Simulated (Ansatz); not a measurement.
# Si on Ta(110): change of the work function, part 2 of 4

Aim: the work function of Ta(110) at several coverages of Si (hollow site), and the dipole that each adsorbate carries.

Ansatz 0.2.0; plane-wave DFT, PBE, Ansatz PAW.

So far, work function, upper face (eV): step 2 (the clean slab) 4.77.

## Step 3: Adsorbate added, k-mesh 4×4×1, coverage 0.111 ML

System of this step: Si/Ta(110). The cell holds 37 atoms: 36 Ta and 1 Si. Cell: a = 8.600 Å, b = 8.600 Å, c = 27.350 Å, α = 90.0°, β = 90.0°, γ = 70.5°. Vacuum lies along c.

The clean slab as it ended is repeated in the plane and the adsorbate is set on one face; the cell's size fixes the coverage, and the k-mesh shrinks with it to keep the sampling density about even. Adsorbate and upper layers relax, since the dipole depends on the height.

input.yaml reads:

```yaml
crystal:
  lattice:
    - [7.0215703371, -4.965, 0.0]
    - [7.0215703371, 4.965, 0.0]
    - [0.0, 0.0, 27.3502176349]
  atoms:
    - { symbol: Ta, position: [0.0, 0.0, 0.3290650232] }
    - { symbol: Ta, position: [0.1666666667, 0.1666666667, 0.4146410679] }
    - { symbol: Ta, position: [0.0, 0.0, 0.5003047979] }
    - { symbol: Ta, position: [0.1666666667, 0.1666666667, 0.5825473598] }
    - { symbol: Ta, position: [0.0, 0.3333333333, 0.3290650232] }
    - { symbol: Ta, position: [0.1666666667, 0.5, 0.4146410679] }
    - { symbol: Ta, position: [0.0, 0.3333333333, 0.5003047979] }
    - { symbol: Ta, position: [0.1666666667, 0.5, 0.5825473598] }
    - { symbol: Ta, position: [0.0, 0.6666666667, 0.3290650232] }
    - { symbol: Ta, position: [0.1666666667, 0.8333333333, 0.4146410679] }
    - { symbol: Ta, position: [0.0, 0.6666666667, 0.5003047979] }
    - { symbol: Ta, position: [0.1666666667, 0.8333333333, 0.5825473598] }
    - { symbol: Ta, position: [0.3333333333, 0.0, 0.3290650232] }
    - { symbol: Ta, position: [0.5, 0.1666666667, 0.4146410679] }
    - { symbol: Ta, position: [0.3333333333, 0.0, 0.5003047979] }
    - { symbol: Ta, position: [0.5, 0.1666666667, 0.5825473598] }
    - { symbol: Ta, position: [0.3333333333, 0.3333333333, 0.3290650232] }
    - { symbol: Ta, position: [0.5, 0.5, 0.4146410679] }
    - { symbol: Ta, position: [0.3333333333, 0.3333333333, 0.5003047979] }
    - { symbol: Ta, position: [0.5, 0.5, 0.5825473598] }
    - { symbol: Ta, position: [0.3333333333, 0.6666666667, 0.3290650232] }
    - { symbol: Ta, position: [0.5, 0.8333333333, 0.4146410679] }
    - { symbol: Ta, position: [0.3333333333, 0.6666666667, 0.5003047979] }
    - { symbol: Ta, position: [0.5, 0.8333333333, 0.5825473598] }
    - { symbol: Ta, position: [0.6666666667, 0.0, 0.3290650232] }
    - { symbol: Ta, position: [0.8333333333, 0.1666666667, 0.4146410679] }
    - { symbol: Ta, position: [0.6666666667, 0.0, 0.5003047979] }
    - { symbol: Ta, position: [0.8333333333, 0.1666666667, 0.5825473598] }
    - { symbol: Ta, position: [0.6666666667, 0.3333333333, 0.3290650232] }
    - { symbol: Ta, position: [0.8333333333, 0.5, 0.4146410679] }
    - { symbol: Ta, position: [0.6666666667, 0.3333333333, 0.5003047979] }
    - { symbol: Ta, position: [0.8333333333, 0.5, 0.5825473598] }
    - { symbol: Ta, position: [0.6666666667, 0.6666666667, 0.3290650232] }
    - { symbol: Ta, position: [0.8333333333, 0.8333333333, 0.4146410679] }
    - { symbol: Ta, position: [0.6666666667, 0.6666666667, 0.5003047979] }
    - { symbol: Ta, position: [0.8333333333, 0.8333333333, 0.5825473598] }
    - { symbol: Si, position: [0.28, 0.28, 0.6709349768] }
kpoints:
  mp_grid: { grid: [4, 4, 1] }
hamiltonian:
  xc: pbe
scf:
  occupations: { method: fermi_dirac, width: 0.1 }
  convergence: { dr2_threshold: 1.0e-08 }
efield:
  axis: 3
  dipole_correction: true
  ramp_position: 0.97
  ramp_width: 0.06
relax:
  f_tol: 0.02
  max_steps: 60
  constraints:
    - { sites: [0, 1, 4, 5, 8, 9, 12, 13, 16, 17, 20, 21, 24, 25, 28, 29, 32, 33] }
output:
  write_potential: true
  write_density: true
  volumetric_format: npy
```

Launch:

```
> ansatz run input.yaml --threads 4 --pin off --max-ram 16384MiB --backend cpu --events-out ev --progress --plain --runs-dir out
```

Standard output:

```text
[...]
Crystal: 37 atoms, lattice volume = 1906.972 Å³
Basis set: ecut = 420 eV, 37317 PW (Γ), exchange–correlation on 120×120×384 points (8 copies of the dense FFT grid, shifted against one another)
Bands: 284, of which v1, the nominal top of the filled ones, is band 236 counted from 1 (235 counted from 0)
Symmetry: 2 space group operations
[...]
k-points: 7 of 16 (time reversal used)
[...]
SCF iter   1: F=—  HF=-358176.824873 eV  |F-HF|=—  |Δ(HF+E_count)|=         —  Δρ=5.99e-3  dr2=1.42e1  ethr=1.77e-3  p=-0.043 e·Å  D=-4.12e-3 V/Å  ΔV_dip=0.11 eV  dr2_dipole=6.34e-2  V_vac-E_F(+/−)=5.12/5.01 eV  ⟨swp⟩=13.0  Hψ=11027  notcnv=0
[...]
SCF iter   9: F=-358176.377997 eV  HF=-358176.377996 eV  |F-HF|=2.97e-8  |Δ(HF+E_count)|=   1.46e-7  Δρ=5.17e-7  dr2=7.86e-9  ethr=2.12e-12  p=-0.028 e·Å  D=-2.68e-3 V/Å  ΔV_dip=0.07 eV  dr2_dipole=2.31e-11  V_vac-E_F(+/−)=4.88/4.80 eV  ⟨swp⟩=11.0  Hψ=14583  notcnv=0
SCF 1 converged in 9 iterations: F = -358176.377997 eV  dr2 = 7.86e-9
[...]
relax step   1: F+E_penalty+E_count = -358176.37799652 eV  Δ(F+E_penalty+E_count) = +0.000e0 eV  max|allowed force component| = 2.170e0 eV/Å  Δτ_max = 0.0000 Å  (9 SCF iters, accepted)
[...]
SCF iter  10: F=-358176.876997 eV  HF=-358176.876997 eV  |F-HF|=5.06e-9  |Δ(HF+E_count)|=   2.02e-8  Δρ=1.86e-7  dr2=2.29e-9  ethr=2.12e-12  p=-0.038 e·Å  D=-3.57e-3 V/Å  ΔV_dip=0.10 eV  dr2_dipole=2.60e-10  V_vac-E_F(+/−)=4.89/4.80 eV  ⟨swp⟩=10.1  Hψ=13788  notcnv=0
SCF 2 converged in 10 iterations: F = -358176.876997 eV  dr2 = 2.29e-9
relax step   2: F+E_penalty+E_count = -358176.87699657 eV  Δ(F+E_penalty+E_count) = -4.990e-1 eV  max|allowed force component| = 1.573e0 eV/Å  Δτ_max = 0.1909 Å  (10 SCF iters, accepted)
SCF iter   1: F=—  HF=-358177.189888 eV  |F-HF|=—  |Δ(HF+E_count)|=         —  Δρ=2.29e-3  dr2=8.40e-1  ethr=2.35e-3  p=-0.038 e·Å  D=-3.57e-3 V/Å  ΔV_dip=0.10 eV  dr2_dipole=1.42e-1  V_vac-E_F(+/−)=4.90/4.80 eV  ⟨swp⟩=4.0  Hψ=3631  notcnv=0  defer=3
[...]
SCF iter   9: F=-358177.126678 eV  HF=-358177.126678 eV  |F-HF|=1.30e-8  |Δ(HF+E_count)|=   1.00e-7  Δρ=4.53e-7  dr2=9.58e-9  ethr=2.12e-12  p=-0.014 e·Å  D=-1.34e-3 V/Å  ΔV_dip=0.04 eV  dr2_dipole=5.17e-10  V_vac-E_F(+/−)=4.82/4.79 eV  ⟨swp⟩=11.0  Hψ=15202  notcnv=0
SCF 3 converged in 9 iterations: F = -358177.126678 eV  dr2 = 9.58e-9
[...]
relax step   3: F+E_penalty+E_count = -358177.12667757 eV  Δ(F+E_penalty+E_count) = -2.497e-1 eV  max|allowed force component| = 4.810e-1 eV/Å  Δτ_max = 0.1970 Å  (9 SCF iters, accepted)
[...]
relax step   4: F+E_penalty+E_count = -358177.27628661 eV  Δ(F+E_penalty+E_count) = -1.496e-1 eV  max|allowed force component| = 3.891e-1 eV/Å  Δτ_max = 0.1949 Å  (9 SCF iters, accepted)
[...]
relax step   5: F+E_penalty+E_count = -358177.41176755 eV  Δ(F+E_penalty+E_count) = -1.355e-1 eV  max|allowed force component| = 3.571e-1 eV/Å  Δτ_max = 0.1952 Å  (9 SCF iters, accepted)
[...]
relax step   6: F+E_penalty+E_count = -358177.50506455 eV  Δ(F+E_penalty+E_count) = -9.330e-2 eV  max|allowed force component| = 1.811e-1 eV/Å  Δτ_max = 0.1926 Å  (9 SCF iters, accepted)
[...]
relax step   7: F+E_penalty+E_count = -358177.53782246 eV  Δ(F+E_penalty+E_count) = -3.276e-2 eV  max|allowed force component| = 1.359e-1 eV/Å  Δτ_max = 0.2000 Å  (9 SCF iters, accepted)
[...]
relax step   8: F+E_penalty+E_count = -358177.54609553 eV  Δ(F+E_penalty+E_count) = -8.273e-3 eV  max|allowed force component| = 3.153e-2 eV/Å  Δτ_max = 0.0333 Å  (8 SCF iters, accepted)
SCF iter   1: F=—  HF=-358177.546450 eV  |F-HF|=—  |Δ(HF+E_count)|=         —  Δρ=2.31e-4  dr2=2.60e-3  ethr=1.41e-5  p=0.026 e·Å  D=2.44e-3 V/Å  ΔV_dip=-0.07 eV  dr2_dipole=4.20e-5  V_vac-E_F(+/−)=4.72/4.79 eV  ⟨swp⟩=2.0  Hψ=2954  notcnv=0  defer=4
[...]
SCF iter   7: F=-358177.546473 eV  HF=-358177.546473 eV  |F-HF|=1.83e-8  |Δ(HF+E_count)|=   4.66e-8  Δρ=2.48e-7  dr2=1.80e-9  ethr=2.12e-12  p=0.025 e·Å  D=2.41e-3 V/Å  ΔV_dip=-0.07 eV  dr2_dipole=3.45e-11  V_vac-E_F(+/−)=4.73/4.79 eV  ⟨swp⟩=11.0  Hψ=15062  notcnv=0
SCF 9 converged in 7 iterations: F = -358177.546473 eV  dr2 = 1.80e-9
relax step   9: F+E_penalty+E_count = -358177.54647338 eV  Δ(F+E_penalty+E_count) = -3.779e-4 eV  max|allowed force component| = 1.869e-2 eV/Å  Δτ_max = 0.0095 Å  (7 SCF iters, accepted)
NSCF: frozen V_eff on 7 k-points
[...]
SCF converged after 7 iterations
Free energy (F): -358177.546473 eV
[...]
Internal energy: -358175.916074 eV  (E = F + TS)
E sigma→0 (E₀):  -358176.731274 eV
Entropy (-TS):   -1.630399 eV (-44.065 meV/atom)
Fermi energy:    3.473074 eV
Dipole field:    D = 0.002413 V/Å  (p = 0.025431 e·Å, saw-weighted, corrected)
Work function:   Φ+ = 4.7253 eV   Φ− = 4.7914 eV
[...]
--- Forces (eV/Å), atoms counted from 1 ---
  atom   1  Ta     0.00487902    -0.00000000     0.40013000
  atom   2  Ta     0.06813378     0.00000000    -0.40786796
  atom   3  Ta    -0.01050203     0.00000000    -0.00222195
  atom   4  Ta     0.00855303    -0.00000000    -0.01869245
  atom   5  Ta    -0.00113802    -0.03775161     0.41091357
  atom   6  Ta    -0.00084161    -0.09812147    -0.35740197
  atom   7  Ta     0.01127563    -0.00612966     0.00320859
  atom   8  Ta    -0.00342044    -0.00284794    -0.00194977
  atom   9  Ta     0.00002518    -0.00559096     0.39354328
  atom  10  Ta     0.04035799    -0.00769699    -0.34841275
  atom  11  Ta     0.00353988    -0.00042469     0.00223651
  atom  12  Ta     0.00582210    -0.00506312     0.00244275
  atom  13  Ta    -0.00113802     0.03775161     0.41091357
  atom  14  Ta    -0.00084161     0.09812147    -0.35740197
  atom  15  Ta     0.01127563     0.00612966     0.00320859
  atom  16  Ta    -0.00342044     0.00284794    -0.00194977
  atom  17  Ta    -0.00020938    -0.00000000     0.41698963
  atom  18  Ta    -0.06803578     0.00000000    -0.41151886
  atom  19  Ta    -0.00040104    -0.00000000     0.00393495
  atom  20  Ta     0.00419951     0.00000000     0.00078111
  atom  21  Ta     0.00108621    -0.03738395     0.41118933
  atom  22  Ta    -0.04017032     0.00707902    -0.34735935
  atom  23  Ta    -0.01211620    -0.00201377     0.00044559
  atom  24  Ta    -0.00780936     0.00349364    -0.00248468
  atom  25  Ta     0.00002518     0.00559096     0.39354328
  atom  26  Ta     0.04035799     0.00769699    -0.34841275
  atom  27  Ta     0.00353988     0.00042469     0.00223651
  atom  28  Ta     0.00582210     0.00506312     0.00244275
  atom  29  Ta     0.00108621     0.03738395     0.41118933
  atom  30  Ta    -0.04017032    -0.00707902    -0.34735935
  atom  31  Ta    -0.01211620     0.00201377     0.00044559
  atom  32  Ta    -0.00780936    -0.00349364    -0.00248468
  atom  33  Ta    -0.00468070    -0.00000000     0.40025508
  atom  34  Ta    -0.00047963     0.00000000    -0.72460864
  atom  35  Ta     0.01219517     0.00000000    -0.00396425
  atom  36  Ta    -0.00669175    -0.00000000     0.01253758
  atom  37  Si    -0.00017801    -0.00000000     0.00150282
  max |Σ_I F_I| component: 4.28e-6 eV/Å
--- Band table (eV; the first three rows and the last of 7) ---
  k-point 0: bands = [... 232 lower, 3.3033, 3.3947, 3.4144, 3.4186, 3.4198, 3.5529, 3.5634, 3.6620, ... 44 higher]
  k-point 1: bands = [... 232 lower, 3.2199, 3.3780, 3.3869, 3.4509, 3.5035, 3.5444, 3.6451, 3.6811, ... 44 higher]
  k-point 2: bands = [... 232 lower, 3.3650, 3.3736, 3.4352, 3.4418, 3.5006, 3.5105, 3.5471, 3.5762, ... 44 higher]
  k-point 6: bands = [... 232 lower, 3.3150, 3.3164, 3.3662, 3.4751, 3.4804, 3.4865, 3.4952, 3.5761, ... 44 higher]
--- Relaxed structure (9 steps of the walk, 9 accepted, 0 SCFs on fresh bases) ---
  F+E_penalty+E_count = -358177.54647338 eV   max|allowed force component| = 1.869e-2 eV/Å
  atoms:
    - { symbol: Ta, position: [0.0, 0.0, 0.329065] }
    - { symbol: Ta, position: [0.1666666667, 0.1666666667, 0.414641] }
    - { symbol: Ta, position: [0.00143932, 0.00143932, 0.500158] }
    - { symbol: Ta, position: [0.168190, 0.168190, 0.586371] }
    - { symbol: Ta, position: [2.775558e-17, 0.333333, 0.329065] }
    - { symbol: Ta, position: [0.1666666667, 0.5, 0.414641] }
    - { symbol: Ta, position: [-6.183257e-5, 0.332917, 0.500807] }
    - { symbol: Ta, position: [0.143970, 0.522736, 0.582566] }
    - { symbol: Ta, position: [5.551115e-17, 0.666667, 0.329065] }
    - { symbol: Ta, position: [0.166667, 0.833333, 0.414641] }
    - { symbol: Ta, position: [-0.0037922, 0.670427, 0.498228] }
    - { symbol: Ta, position: [0.166436, 0.838861, 0.583320] }
    - { symbol: Ta, position: [0.333333, 2.775558e-17, 0.329065] }
    - { symbol: Ta, position: [0.5, 0.1666666667, 0.414641] }
    - { symbol: Ta, position: [0.332917, -6.183257e-5, 0.500807] }
    - { symbol: Ta, position: [0.522736, 0.143970, 0.582566] }
    - { symbol: Ta, position: [0.3333333333, 0.3333333333, 0.329065] }
    - { symbol: Ta, position: [0.5, 0.5, 0.414641] }
    - { symbol: Ta, position: [0.333325, 0.333325, 0.501044] }
    - { symbol: Ta, position: [0.498313, 0.498313, 0.586265] }
    - { symbol: Ta, position: [0.333333, 0.6666666667, 0.329065] }
    - { symbol: Ta, position: [0.5, 0.833333, 0.414641] }
    - { symbol: Ta, position: [0.333771, 0.666707, 0.500784] }
    - { symbol: Ta, position: [0.500341, 0.827761, 0.583339] }
    - { symbol: Ta, position: [0.666667, 5.551115e-17, 0.329065] }
    - { symbol: Ta, position: [0.833333, 0.166667, 0.414641] }
    - { symbol: Ta, position: [0.670427, -0.0037922, 0.498228] }
    - { symbol: Ta, position: [0.838861, 0.166436, 0.583320] }
    - { symbol: Ta, position: [0.6666666667, 0.333333, 0.329065] }
    - { symbol: Ta, position: [0.833333, 0.5, 0.414641] }
    - { symbol: Ta, position: [0.666707, 0.333771, 0.500784] }
    - { symbol: Ta, position: [0.827761, 0.500341, 0.583339] }
    - { symbol: Ta, position: [0.6666666667, 0.6666666667, 0.329065] }
    - { symbol: Ta, position: [0.8333333333, 0.8333333333, 0.414641] }
    - { symbol: Ta, position: [0.665214, 0.665214, 0.500168] }
    - { symbol: Ta, position: [0.833430, 0.833430, 0.583232] }
    - { symbol: Si, position: [0.333271, 0.333271, 0.641643] }
```

Wall time 25 min (4 threads of Arm Neoverse V1, shared host); peak memory 9.7 GiB.

The steps of the relaxation:

| step | energy less that of the first step (eV) | largest force component (eV/Å) |
| --- | --- | --- |
| 1 | 0.0000 | 2.1697 |
| 2 | -0.4990 | 1.5729 |
| 3 | -0.7487 | 0.4810 |
| 4 | -0.8983 | 0.3891 |
| 5 | -1.0338 | 0.3571 |
| 6 | -1.1271 | 0.1811 |
| 7 | -1.1598 | 0.1359 |
| 8 | -1.1681 | 0.0315 |
| 9 | -1.1685 | 0.0187 |

Forces are held to the 2 operations that the program found; a distortion that breaks them can't arise in this run.

The atoms that moved most (Å):

```csv
atom,dx,dy,dz,length
Si37,0.748,0.000,-0.801,1.096
Ta16,0.000,-0.226,0.001,0.226
Ta8,0.000,0.226,0.001,0.226
Ta4,0.021,0.000,0.105,0.107
Ta20,-0.024,0.000,0.102,0.104
Ta27,0.000,-0.037,-0.057,0.068
Ta11,0.000,0.037,-0.057,0.068
Ta24,-0.037,-0.029,0.022,0.052
```

Final coordinates:

```
Ta Si
1.0
     7.02157   -4.96500    0.00000
     7.02157    4.96500    0.00000
     0.00000    0.00000   27.35022
Ta Si
36 1
Direct
  0.00000 0.00000 0.32907
  0.16667 0.16667 0.41464
  0.00144 0.00144 0.50016
  0.16819 0.16819 0.58637
  0.00000 0.33333 0.32907
  0.16667 0.50000 0.41464
  0.99994 0.33292 0.50081
  0.14397 0.52274 0.58257
  0.00000 0.66667 0.32907
  0.16667 0.83333 0.41464
  0.99621 0.67043 0.49823
  0.16644 0.83886 0.58332
  0.33333 0.00000 0.32907
  0.50000 0.16667 0.41464
  0.33292 0.99994 0.50081
  0.52274 0.14397 0.58257
  0.33333 0.33333 0.32907
  0.50000 0.50000 0.41464
  0.33333 0.33333 0.50104
  0.49831 0.49831 0.58626
  0.33333 0.66667 0.32907
  0.50000 0.83333 0.41464
  0.33377 0.66671 0.50078
  0.50034 0.82776 0.58334
  0.66667 0.00000 0.32907
  0.83333 0.16667 0.41464
  0.67043 0.99621 0.49823
  0.83886 0.16644 0.58332
  0.66667 0.33333 0.32907
  0.83333 0.50000 0.41464
  0.66671 0.33377 0.50078
  0.82776 0.50034 0.58334
  0.66667 0.66667 0.32907
  0.83333 0.83333 0.41464
  0.66521 0.66521 0.50017
  0.83343 0.83343 0.58323
  0.33327 0.33327 0.64164
```

Numbers from this step:

```
energy at zero smearing        : -358176.7313 eV
work function, upper face      : 4.725 eV
work function, lower face      : 4.791 eV
dipole along the normal        : 0.02543 e·Å
step between the vacuum levels : -0.06600 eV
```

Running mean over 2.341 Å of the planar mean; the ramp of the sawtooth is left out. The electron's electrostatic potential energy less the Fermi level by z:

```csv
z (Å),electron's electrostatic potential energy less the Fermi level (eV)
3.5,4.79
4.0,4.79
4.5,4.79
5.0,4.77
5.5,4.73
6.0,4.60
6.5,4.19
7.0,2.95
7.5,-0.263
8.0,-5.20
8.5,-8.89
9.0,-10.1
9.5,-10.1
10.0,-10.0
10.5,-10.0
11.0,-9.98
11.5,-9.98
12.0,-10.00
12.5,-10.00
13.0,-9.98
13.5,-10.0
14.0,-10.2
14.5,-10.4
15.0,-10.5
15.5,-10.4
16.0,-10.3
16.5,-9.25
17.0,-5.70
17.5,-0.926
18.0,2.11
18.5,3.48
19.0,4.21
19.5,4.57
20.0,4.68
20.5,4.71
21.0,4.72
21.5,4.72
22.0,4.73
22.5,4.73
23.0,4.73
23.5,4.73
24.0,4.73
```

The relaxation took 9 steps and lowered the energy by 1.2 eV; the largest force on the free atoms ends at 0.019 eV/Å.

The covered face has 4.73 eV, -0.04 eV against the clean one; the bare back face has moved by -0.03 eV, a measure of how thin the slab is.

(Continued in part 3 of 4.)

[Long decimals in the printed logs are rounded to 6 places.]

[Logs are printed without paths, hosts, clocks, repeated set-up lines and the standing remarks that a program may print on its own settings, such as how far it seeks lower states.]

[Hosts, paths, dates, database ids (printed as entryN), source tags and the programs' standing remarks are cut or masked in the printed files.]

[Maps of the electrostatic potential energy from Ansatz leave out the sawtooth potential of an applied field or a dipole correction, so their vacuum need not be flat; planar profiles and work functions include it.]
